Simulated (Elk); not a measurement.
**E(q) of AlFe3**

Wanted: E(q) for AlFe3 and its minimum.

Calculated with Elk 11.2.3 (patched build); LDA (Perdew-Wang); all-electron APW+lo, Dirac cores, scalar-relativistic bands.

## 1. Set-up

It takes space group Fm-3m (No. 225, cubic). Conventional cell: a = 5.774 Å, b = 5.774 Å, c = 5.774 Å, α = 90.00°, β = 90.00°, γ = 90.00°. Nearest to Al lie 8 Fe at 2.50 Å. Fe has 8 Fe at 2.50 Å nearest. Fe has 4 Al at 2.50 Å and 4 Fe at 2.50 Å nearest. Farther neighbours are not listed.

The cell comes from a database of computed structures and need not be the stable phase.

## 2. Run at q = 0

The energies of all spirals count from this run, made with the same spinor basis and mesh so that errors cancel.

The moments start as ferro +++, in the xy plane (a flat spiral, cone angle 90°).

Moments are seeded by fields in the spheres (the last three columns under atoms), set against the wanted direction and reduced each loop.

The input, elk.in:

```
tasks
  0
  33
  73

xctype
  3

rgkmax
  7.0

nempty
  12

swidth
  0.003

reducebf
  0.5

epsengy
  1e-06

maxscl
  100

lmaxi
  3

spinsprl
  .true.

spinpol
  .true.

vqlss
  0.000000 0.000000 0.000000

sppath
  './'

avec
  0.00000000000 5.45590794523 5.45590794523
  5.45590794523 0.00000000000 5.45590794523
  5.45590794523 5.45590794523 0.00000000000

atoms
  2
  'Al.in'
  1
  0.0000000000 0.0000000000 0.0000000000   0.000000 0.000000 0.000000
  'Fe.in'
  3
  0.5000000000 0.5000000000 0.5000000000   -0.084000 0.000000 0.000000
  0.2500000000 0.2500000000 0.2500000000   -0.084000 0.000000 0.000000
  0.7500000000 0.7500000000 0.7500000000   -0.084000 0.000000 0.000000

ngridk
  8 8 8

plot3d
  0 0 0
  1 0 0
  0 1 0
  0 0 1
  21 21 21
```

Command:

```bash
$ OMP_NUM_THREADS=4 elk
```

Numbers of over 12 decimals in the logs are rounded to 6 here.

The program printed:

```text
Warning(gndstate): core states of species 1 leak from the muffin-tin :   0.5116134995E-03

--- INFO.OUT ---
┌─────────────────────────┐
│ Elk code version 11.2.3 │
└─────────────────────────┘

All units are atomic (Hartree, Bohr, etc.)

┌─────────────────────────────────────────────────┐
│ Ground-state run starting from atomic densities │
└─────────────────────────────────────────────────┘

Lattice vectors :
   0.000000000       5.455907945       5.455907945
   5.455907945       0.000000000       5.455907945
   5.455907945       5.455907945       0.000000000

Reciprocal lattice vectors :
 -0.5758148204      0.5758148204      0.5758148204
  0.5758148204     -0.5758148204      0.5758148204
  0.5758148204      0.5758148204     -0.5758148204

Unit cell volume      :    324.8112762
Brillouin zone volume :   0.7636748832

Muffin-tin inner radius fraction :   0.1000000000E-01

Nuclei treated as point charges

Species : 1 (Al)
 parameters loaded from : Al.in
 name : aluminium
 nuclear charge    :   -13.00000000
 electronic charge :    13.00000000
 atomic mass :    49184.33496
 muffin-tin radius :    2.200000000
 number of radial points in muffin-tin :    397
 inner part over the whole radius :   0.9634586160E-02
 number on inner part of muffin-tin    :    276
 approximate nuclear radius :   0.5839653600E-04
 number of mesh points to nuclear radius :    122
 atomic positions (lattice), magnetic fields (Cartesian) :
  1 :   0.00000000  0.00000000  0.00000000    0.00000000  0.00000000  0.00000000

Species : 2 (Fe)
 parameters loaded from : Fe.in
 name : iron
 nuclear charge    :   -26.00000000
 electronic charge :    26.00000000
 atomic mass :    101799.2075
 muffin-tin radius :    2.337477441
 number of radial points in muffin-tin :    497
 inner part over the whole radius :   0.9818069762E-02
 number on inner part of muffin-tin    :    350
 approximate nuclear radius :   0.7160107270E-04
 number of mesh points to nuclear radius :    167
 atomic positions (lattice), magnetic fields (Cartesian) :
  1 :   0.50000000  0.50000000  0.50000000   -0.08400000  0.00000000  0.00000000
  2 :   0.25000000  0.25000000  0.25000000   -0.08400000  0.00000000  0.00000000
  3 :  -0.25000000 -0.25000000 -0.25000000   -0.08400000  0.00000000  0.00000000

Total number of atoms per unit cell :    4
Total muffin-tin volume :    205.0937796
 ratio of muffin-tin to unit cell volume :   0.6314244443

Spin treatment :
 spin-polarised
 global magnetic field (Cartesian) :    0.000000000       0.000000000       0.000000000
 non-collinear magnetisation
 spin-spiral state assumed
  q-vector (lattice)   :    0.000000000       0.000000000       0.000000000
  q-vector (Cartesian) :    0.000000000       0.000000000       0.000000000
  q-vector length      :    0.000000000

Number of Bravais lattice symmetries :   48
Number of crystal symmetries         :   48
Crystal has inversion symmetry
Real symmetric eigensolver will be used

k-point grid :      8     8     8
k-point offset :    0.000000000       0.000000000       0.000000000
k-point set is reduced with full crystal symmetry group
Total number of k-points :       29

Muffin-tin radius times maximum |G+k| :    7.000000000
 using average radius
Maximum |G+k| for APW functions       :    3.039371039
Maximum (1/2)|G+k|²                   :    4.618888157
Maximum |G| for potential and density :    12.00000000
Constant for pseudocharge density :    7
 order of it for each species :   14  14
 order of it for pair densities of each species (exact exchange by exxq0 0: 14) :    8  10
Radial integration step length :    1

G-vector grid sizes :     30    30    30
Number of G-vectors :     9409

Maximum angular momentum used for
 APW functions            :    8
 outer part of muffin-tin :    6
 inner part of muffin-tin :    3

Total nuclear charge    :   -91.00000000
Total core charge       :    34.00000000
Total valence charge    :    57.00000000
Total excess charge     :    0.000000000
Total electronic charge :    91.00000000

Effective Wigner radius, rₛ :   0.9480553618

Number of empty states         :     48
Total number of valence states :    154
Total number of core states    :     34

Third-order local-orbitals added for an l without core states : T
Total number of local-orbitals :     79

Exchange-correlation functional :      3     0     0
 Perdew-Wang/Ceperley-Alder, Phys. Rev. B 45, 13244 (1992)
 gradient requirement :    0
 local density approximation (LDA)

Smearing type :    3
 Fermi-Dirac
Smearing width :   0.3000000000E-02
Effective electronic temperature (K) :    947.3250744

Mixing type :    3
 Broyden mixing, J. Phys. A: Math. Gen. 17, L317 (1984)

Kohn-Sham potential initialised from atomic data

┌──────────────────────────────┐
│ Self-consistent loop started │
└──────────────────────────────┘

┌─────────────────┐
│ Loop number : 1 │
└─────────────────┘

Energies :
 Fermi                       :     0.211169
 sum of occupied eigenvalues :     -2339.9326402061
 electron kinetic            :      4099.4178296975
 core electron kinetic       :      3617.7465185215
 Coulomb                     :     -7974.9580066445
 Coulomb potential           :     -6200.0070672734
 nuclear-nuclear             :     -711.86925789725
 electron-nuclear            :     -8352.6377029939
 Hartree                     :      1089.5489542466
 Madelung                    :     -4874.9544730079
 xc potential                :     -238.99290761013
 xc effective B-field        :    -0.302890
 external B-field            :      0.000000
 exchange                    :     -170.90394365755
 correlation                 :     -7.660003
 electron entropic           :    -0.33379265540419E-02
 total energy                :     -4054.1074616788
 (external B-field energy excluded from total)

Density of states at Fermi energy :    115.2566495
 (states/Hartree/unit cell)

Estimated indirect band gap :   0.8531733294E-03
 from k-point 23 to k-point 10
Estimated direct band gap   :   0.5457680401E-02
 at k-point 10

Charges :
 core                        :    34.00000000
 valence                     :    57.00000000
 interstitial                :    4.535504412
 muffin-tins (core leakage)
  species : 1 (Al)
   atom 1                    :    11.32208554     (  0.5500593506E-03)
  species : 2 (Fe)
   atom 1                    :    24.99953773     ( -0.3589482819E-05)
   atom 2                    :    25.07143616     ( -0.3589482757E-05)
   atom 3                    :    25.07143616     ( -0.3589482757E-05)
 total in muffin-tins        :    86.46449559
 total calculated charge     :    90.99888435
 total charge                :    91.00000000
 error                       :   0.1115646791E-02

Moments :
[...]
Fermi                       :     0.211899
 sum of occupied eigenvalues :     -2339.9021038718
 electron kinetic            :      4098.8157490831
 core electron kinetic       :      3617.5077258259
 Coulomb                     :     -7975.0454547766
 Coulomb potential           :     -6199.9844140384
 nuclear-nuclear             :     -711.86925789725
 electron-nuclear            :     -8352.8350128818
 Hartree                     :      1089.6588160025
 Madelung                    :     -4875.0532477573
 xc potential                :     -238.39176247183
 xc effective B-field        :    -0.302780
 external B-field            :      0.000000
 exchange                    :     -170.91076544414
 correlation                 :     -7.660205
 electron entropic           :    -0.33373365540420E-02
 total energy                :     -4054.8040130829
 (external B-field energy excluded from total)

Density of states at Fermi energy :    115.2356734
 (states/Hartree/unit cell)

Estimated indirect band gap :   0.8327833037E-03
 from k-point 25 to k-point 10
Estimated direct band gap   :   0.5448867967E-02
 at k-point 10

Charges :
 core                        :    34.00000000
 valence                     :    57.00000000
 interstitial                :    4.533249062
 muffin-tins (core leakage)
  species : 1 (Al)
   atom 1                    :    11.32266835     (  0.5495300110E-03)
  species : 2 (Fe)
   atom 1                    :    25.00559719     ( -0.3589483086E-05)
   atom 2                    :    25.06924270     ( -0.3589482883E-05)
   atom 3                    :    25.06924270     ( -0.3589482883E-05)
 total in muffin-tins        :    86.46675094
 total calculated charge     :    90.99888522
 total charge                :    91.00000000
 error                       :   0.1114779379E-02

Moments :
 interstitial                :  -0.1418254107      0.3343587898E-07 -0.1838712432E-07
 muffin-tins
  species : 1 (Al)
   atom 1                    :  -0.7530580849E-01  0.1003142414E-07 -0.7638511966E-08
  species : 2 (Fe)
   atom 1                    :    2.405110364     -0.8020138218E-09 -0.2002742905E-07
   atom 2                    :    2.233111888      0.1386728501E-07  0.8329987050E-08
   atom 3                    :    2.233111888      0.1386728492E-07  0.8329987141E-08
 total in muffin-tins        :    6.796028331      0.3696398025E-07 -0.1100596683E-07
 total moment                :    6.654202921      0.7039985922E-07 -0.2939309115E-07

RMS change in Kohn-Sham potential (target) :   0.3366742143     (  0.1000000000E-05)
Absolute change in total energy (target)   :   0.6965514041     (  0.1000000000E-05)

[... loops 3 to 21 left out ...]

┌──────────────────┐
│ Loop number : 22 │
└──────────────────┘

Energies :
 Fermi                       :     0.299793
 sum of occupied eigenvalues :     -2333.3509088521
 electron kinetic            :      4103.3498579217
 core electron kinetic       :      3618.5006213173
 Coulomb                     :     -7978.2661574655
 Coulomb potential           :     -6200.1313077414
 nuclear-nuclear             :     -711.86925789725
 electron-nuclear            :     -8359.1105917267
 Hartree                     :      1092.7136921585
 Madelung                    :     -4878.2005035948
 xc potential                :     -236.33013966046
 xc effective B-field        :    -0.239320
 external B-field            :      0.000000
 exchange                    :     -171.08970202523
 correlation                 :     -7.670570
 electron entropic           :    -0.31731822474914E-02
 total energy                :     -4053.6797443591
 (external B-field energy excluded from total)

Density of states at Fermi energy :    104.4474150
 (states/Hartree/unit cell)

Estimated indirect band gap :   0.2120590459E-03
 from k-point 4 to k-point 10
Estimated direct band gap   :   0.4520854893E-02
 at k-point 10

Charges :
 core                        :    34.00000000
 valence                     :    57.00000000
 interstitial                :    4.476074582
 muffin-tins (core leakage)
  species : 1 (Al)
   atom 1                    :    11.40178064     (  0.5116134998E-03)
  species : 2 (Fe)
   atom 1                    :    25.00305006     ( -0.3589482896E-05)
   atom 2                    :    25.05954736     ( -0.3589483040E-05)
   atom 3                    :    25.05954736     ( -0.3589483040E-05)
 total in muffin-tins        :    86.52392542
 total calculated charge     :    90.99892908
 total charge                :    91.00000000
 error                       :   0.1070916480E-02

Moments :
 interstitial                :  -0.1294646980      0.7173609254E-05 -0.1766318727E-05
 muffin-tins
  species : 1 (Al)
   atom 1                    :  -0.6995248207E-01  0.3144832004E-05 -0.1394836377E-05
  species : 2 (Fe)
   atom 1                    :    2.378367415     -0.3853467815E-04 -0.7007950187E-05
   atom 2                    :    1.831079866     -0.2660905168E-04  0.9993831162E-05
   atom 3                    :    1.831079866     -0.2660905168E-04  0.9993831162E-05
 total in muffin-tins        :    5.970574665     -0.8860794950E-04  0.1158487576E-04
 total moment                :    5.841109967     -0.8143434025E-04  0.9818557033E-05

RMS change in Kohn-Sham potential (target) :   0.4110646544E-07 (  0.1000000000E-05)
Absolute change in total energy (target)   :   0.2948954716E-06 (  0.1000000000E-05)

Convergence targets achieved

┌──────────────────┐
│ Loop number : 23 │
└──────────────────┘

Energies :
 Fermi                       :     0.299793
 sum of occupied eigenvalues :     -2333.3509114957
 electron kinetic            :      4103.3498567840
 core electron kinetic       :      3618.5006192276
 Coulomb                     :     -7978.2661596718
 Coulomb potential           :     -6200.1313073035
 nuclear-nuclear             :     -711.86925789725
 electron-nuclear            :     -8359.1105966347
 Hartree                     :      1092.7136948602
 Madelung                    :     -4878.2005060201
 xc potential                :     -236.33014168542
 xc effective B-field        :    -0.239319
 external B-field            :      0.000000
 exchange                    :     -171.08970194698
 correlation                 :     -7.670570
 electron entropic           :    -0.31731875079895E-02
 total energy                :     -4053.6797476642
 (external B-field energy excluded from total)

Density of states at Fermi energy :    104.4475706
 (states/Hartree/unit cell)

Estimated indirect band gap :   0.2120758060E-03
 from k-point 4 to k-point 10
Estimated direct band gap   :   0.4520868651E-02
 at k-point 10

Charges :
 core                        :    34.00000000
 valence                     :    57.00000000
 interstitial                :    4.476074475
 muffin-tins (core leakage)
  species : 1 (Al)
   atom 1                    :    11.40178063     (  0.5116134995E-03)
  species : 2 (Fe)
   atom 1                    :    25.00305027     ( -0.3589482835E-05)
   atom 2                    :    25.05954731     ( -0.3589483171E-05)
   atom 3                    :    25.05954731     ( -0.3589483171E-05)
 total in muffin-tins        :    86.52392553
 total calculated charge     :    90.99892908
 total charge                :    91.00000000
 error                       :   0.1070916499E-02

Moments :
 interstitial                :  -0.1294623364      0.7288248299E-05 -0.1780631106E-05
 muffin-tins
  species : 1 (Al)
   atom 1                    :  -0.6995216657E-01  0.3206528624E-05 -0.1403272023E-05
  species : 2 (Fe)
   atom 1                    :    2.378367942     -0.4060394227E-04 -0.6840073795E-05
   atom 2                    :    1.831077707     -0.2822339246E-04  0.1025102260E-04
   atom 3                    :    1.831077707     -0.2822339246E-04  0.1025102260E-04
 total in muffin-tins        :    5.970571188     -0.9384419856E-04  0.1225869939E-04
 total moment                :    5.841108852     -0.8655595027E-04  0.1047806829E-04

┌──────────────────────────────┐
│ Self-consistent loop stopped │
└──────────────────────────────┘

Warning : core states of species 1 leak from the muffin-tin :   0.5116134995E-03

Wrote STATE.OUT
```

Wall time 2.2 min (4 threads of Arm Neoverse V2, shared host); peak memory 0.29 GiB; 8.1 min of CPU time.

Spin moment in the muffin-tin sphere by atom:

```
atom  x (μB)  y (μB)  z (μB)  size
 Al1   -0.07    0.00    0.00  0.07
 Fe2    2.38    0.00    0.00  2.38
 Fe3    1.83    0.00    0.00  1.83
 Fe4    1.83    0.00    0.00  1.83
```

This step gave:

| Item | Value |
| --- | --- |
| density of states at the Fermi level | 3.838 states/eV/cell |
| moment between the spheres | -0.1295, 0, 0 μB |
| magnetization | 5.841, 0, 0 μB |
| final state | ferromagnetic |

After 23 cycles the largest moment stands at 2.38 μB.

[end of part 1 of 2]

[Logs and program files are shortened in this print: banners, set-up blocks, solver, clock and traceback lines can be left out without a mark of their own.]

[Logs are printed without paths, hosts, clocks, repeated set-up lines and the standing remarks that a program may print on its own settings, such as how far it seeks lower states.]

[Hosts, paths, dates, database ids (printed as entryN), source tags and the programs' standing remarks are cut or masked in the printed files.]

[Where a cell is said to come from a database of computed structures, the database is the Materials Project.]
